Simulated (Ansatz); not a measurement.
# SiPb (model cell, started as layered BN type): relaxing the cell for a phonon run

Aim: bring SiPb (model cell, started as layered BN type) to small forces and stress, as phonons need.

Calculated with Ansatz 0.2.0; DFT PBEsol, scalar-relativistic, plane waves, PAW.

Report form: the programs' logs are mostly left out.

The structure was built from a prototype and need not be the compound's stable phase.

## (1) Starting point

It takes space group P6_3/mmc (No. 194, hexagonal). Conventional cell: a = 4.342 Å, b = 4.342 Å, c = 6.268 Å, α = 90.00°, β = 90.00°, γ = 120.00°. Nearest to Pb lie 3 Si at 2.51 Å. Nearest to Si lie 3 Pb at 2.51 Å. Farther neighbours are not listed.

Coordinates:

```cif
data_structure
_symmetry_space_group_name_H-M 'P6_3/mmc'
_symmetry_Int_Tables_number 194
_cell_length_a 4.3423
_cell_length_b 4.3423
_cell_length_c 6.2675
_cell_angle_alpha 90.000
_cell_angle_beta 90.000
_cell_angle_gamma 120.000
_cell_volume 102.34
loop_
_atom_site_label
_atom_site_type_symbol
_atom_site_symmetry_multiplicity
_atom_site_Wyckoff_symbol
_atom_site_fract_x
_atom_site_fract_y
_atom_site_fract_z
_atom_site_occupancy
Pb1 Pb 2 c 0.33333 0.66667 0.25000 1
Si1 Si 2 d 0.66667 0.33333 0.25000 1
```

## (2) A coarse first look

A quick single point on a coarse mesh tells whether the cell has a gap and how far it is from rest, which sets the k mesh and smearing that follow.

File input.yaml:

```yaml
crystal:
  lattice:
    - [4.34225, 0.0, 0.0]
    - [-2.17113, 3.7605, 0.0]
    - [0.0, 0.0, 6.2675]
  atoms:
    - { symbol: Pb, position: [0.333333, 0.666667, 0.25] }
    - { symbol: Pb, position: [0.666667, 0.333333, 0.75] }
    - { symbol: Si, position: [0.666667, 0.333333, 0.25] }
    - { symbol: Si, position: [0.333333, 0.666667, 0.75] }
kpoints:
  mp_grid: { grid: [6, 6, 4] }
hamiltonian:
  xc: pbesol
scf:
  occupations: { method: gaussian, width: 0.1 }
output:
  forces: true
  stress: true
  eigenvalues: true
```

Launch:

```bash
ansatz run input.yaml --threads 4 --pin off --max-ram 7168MiB --backend cpu --events-out ev --progress --plain --runs-dir out
```

Run time: 0.58 s. Hardware: 4 threads of Intel Xeon 6975P-C (Granite Rapids), shared host; peak memory 0.48 GiB.

Numbers from this step:

```
pressure          : 9.201 GPa
volume per atom   : 25.59 Å³
gap on the k-mesh : 0 eV
```

The coarse mesh shows no gap and a pressure of 9.2 GPa.

## (3) Rough relaxation

A rough relaxation comes first, because large forces or stress need no tight tolerances yet.

Changes to input.yaml since step 2:

```diff
@@ -20 +20,6 @@
   eigenvalues: true
+relax:
+  adjacent_minimum: "off"
+  f_tol: 0.05
+  max_steps: 80
+  cell: { stress_tol: 0.5 }
```

It took 3.4 s on 4 threads; peak memory 0.53 GiB.

Relaxation path:

| step | energy less that of the first step (eV) | largest force component (eV/Å) | pressure (GPa) | volume (Å³) |
| --- | --- | --- | --- | --- |
| 1 | 0.0000 | 0.0000 | 9.20 | 102.34 |
| 2 | -0.5706 | 0.0000 | 2.22 | 111.77 |
| 3 | -0.7333 | 0.0000 | 1.31 | 112.11 |
| 4 | -0.8400 | 0.0000 | 1.31 | 112.40 |
| 5 | -0.8455 | 0.0000 | -0.81 | 117.05 |
| 6 | -0.8519 | 0.0000 | -0.25 | 115.81 |
| 7* | -0.8579 | 0.0000 | -0.18 | 115.81 |

Relaxation steps marked * repeat the geometry before them on a plane-wave basis chosen anew for their cell, so energy and pressure can jump there.

Forces are held to the 24 operations that the run works with; a distortion that breaks them can't arise in this run.

| conventional cell, symmetrised | before | after | change |
| --- | --- | --- | --- |
| a (Å) | 4.342 | 4.851 | +11.7 % |
| b (Å) | 4.342 | 4.851 | +11.7 % |
| c (Å) | 6.268 | 5.684 | -9.3 % |
| volume (Å³/atom) | 25.59 | 28.95 | +13.2 % |

The relaxed structure:

```xyz
4
Lattice="4.8507 0.0000 0.0000 -2.4253 4.2008 0.0000 0.0000 0.0000 5.6837" Properties=species:S:1:pos:R:3 pbc="T T T"
Pb    0.0000    2.8005    1.4209
Pb    2.4253    1.4003    4.2628
Si    2.4253    1.4003    1.4209
Si    0.0000    2.8005    4.2628
```

This step gave:

| Item | Value |
| --- | --- |
| pressure | -0.1799 GPa |
| volume per atom | 28.95 Å³ |

In this step the volume went from 25.59 to 28.95 Å³/atom.

## (4) Relaxation

Harmonic phonons are second derivatives at a point where the forces vanish, and they are wanted at zero stress, so atoms and cell are relaxed first.

File input.yaml:

```yaml
crystal:
  lattice:
    - [4.8506678466, 3.2247e-06, 0.0]
    - [-2.425336716, 4.2007999681, 0.0]
    - [0.0, 0.0, 5.6836864211]
  atoms:
    - { symbol: Pb, position: [0.3333333333, 0.6666666667, 0.25] }
    - { symbol: Pb, position: [0.6666666667, 0.3333333333, 0.75] }
    - { symbol: Si, position: [0.6666666667, 0.3333333333, 0.25] }
    - { symbol: Si, position: [0.3333333333, 0.6666666667, 0.75] }
kpoints:
  mp_grid: { grid: [12, 12, 8] }
hamiltonian:
  xc: pbesol
scf:
  occupations: { method: gaussian, width: 0.1 }
output:
  forces: true
  stress: true
  eigenvalues: true
relax:
  adjacent_minimum: "off"
  f_tol: 0.005
  max_steps: 80
  cell: { stress_tol: 0.05 }
```

It took 7 s on 4 threads; peak memory 0.65 GiB; 26 s of CPU time.

Step by step:

| step | energy less that of the first step (eV) | largest force component (eV/Å) | pressure (GPa) | volume (Å³) |
| --- | --- | --- | --- | --- |
| 1 | 0.0000 | 0.0000 | -0.07 | 115.81 |
| 2 | -0.0267 | 0.0000 | -0.13 | 115.25 |
| 3 | -0.0271 | 0.0000 | 0.03 | 114.88 |
| 4* | -0.0270 | 0.0000 | 0.03 | 114.88 |

Relaxation steps marked * repeat the geometry before them on a plane-wave basis chosen anew for their cell, so energy and pressure can jump there.

Forces are held to the 24 operations that the run works with; a distortion that breaks them can't arise in this run.

| conventional cell, symmetrised | before | after | change |
| --- | --- | --- | --- |
| a (Å) | 4.851 | 4.783 | -1.4 % |
| b (Å) | 4.851 | 4.783 | -1.4 % |
| c (Å) | 5.684 | 5.799 | +2.0 % |
| volume (Å³/atom) | 28.95 | 28.72 | -0.8 % |

The relaxed structure:

```cif
data_structure
_symmetry_space_group_name_H-M 'P 1'
_symmetry_Int_Tables_number 1
_cell_length_a 4.7829
_cell_length_b 4.7829
_cell_length_c 5.7986
_cell_angle_alpha 90.000
_cell_angle_beta 90.000
_cell_angle_gamma 120.000
_cell_volume 114.88
loop_
_atom_site_label
_atom_site_type_symbol
_atom_site_fract_x
_atom_site_fract_y
_atom_site_fract_z
_atom_site_occupancy
Pb1 Pb 0.33333 0.66667 0.25000 1
Pb2 Pb 0.66667 0.33333 0.75000 1
Si3 Si 0.66667 0.33333 0.25000 1
Si4 Si 0.33333 0.66667 0.75000 1
```

This step gave:

| Property | Result |
| --- | --- |
| pressure | 0.03268 GPa |
| volume per atom | 28.72 Å³ |

In this step the volume went from 28.95 to 28.72 Å³/atom.

## (5) Relaxing to small forces for the phonons

Phonons need a cell at rest on their own settings, so the relaxation is repeated with tight tolerances on forces and stress on the k mesh and occupations of the first response run.

File input.yaml:

```yaml
crystal:
  lattice:
    - [4.7828835035, 3.1797e-06, 0.0]
    - [-2.3914445054, 4.1420970275, 0.0]
    - [0.0, 0.0, 5.7985681311]
  atoms:
    - { symbol: Pb, position: [0.3333333333, 0.6666666667, 0.25] }
    - { symbol: Pb, position: [0.6666666667, 0.3333333333, 0.75] }
    - { symbol: Si, position: [0.6666666667, 0.3333333333, 0.25] }
    - { symbol: Si, position: [0.3333333333, 0.6666666667, 0.75] }
kpoints:
  mp_grid: { grid: [12, 12, 8] }
hamiltonian:
  xc: pbesol
scf:
  occupations: { method: methfessel_paxton, width: 0.2 }
output:
  forces: true
  stress: true
  eigenvalues: true
relax:
  adjacent_minimum: "off"
  f_tol: 0.001
  max_steps: 60
  cell: { stress_tol: 0.01 }
```

Elapsed: 6.6 s, on 4 threads; peak memory 0.64 GiB.

Little changed from the start: no atom moved by 0.005 Å and no cell edge by 0.1 %.

Numbers from this step:

```
pressure        : 5.11e-4 GPa
volume per atom : 28.74 Å³
```

The forces vanish by symmetry and the pressure is 0.001 GPa, within the tolerances set. The cell now holds 28.74 Å³/atom.

## (6) Outcome

```
space group after relaxation (within 0.01 Å) : P6_3/mmc
lattice constant a                           : 4.784 Å
lattice constant b                           : 4.784 Å
lattice constant c                           : 5.798 Å
volume per atom                              : 28.7 Å³
```

**Reading.** The forces vanish by symmetry and the pressure is 0.001 GPa, within the tolerances set. The cell now holds 28.74 Å³/atom. The relaxation keeps the symmetry of its start, so it says nothing on stability against lower symmetry. Spin-orbit coupling is left out, which can matter for the heavy elements here. The starting cell was built on a prototype and not taken from a measurement, so the phase need not exist.

[Logs are printed without paths, hosts, clocks, repeated set-up lines and the standing remarks that a program may print on its own settings, such as how far it seeks lower states.]

[Hosts, paths, dates, database ids (printed as entryN), source tags and the programs' standing remarks are cut or masked in the printed files.]
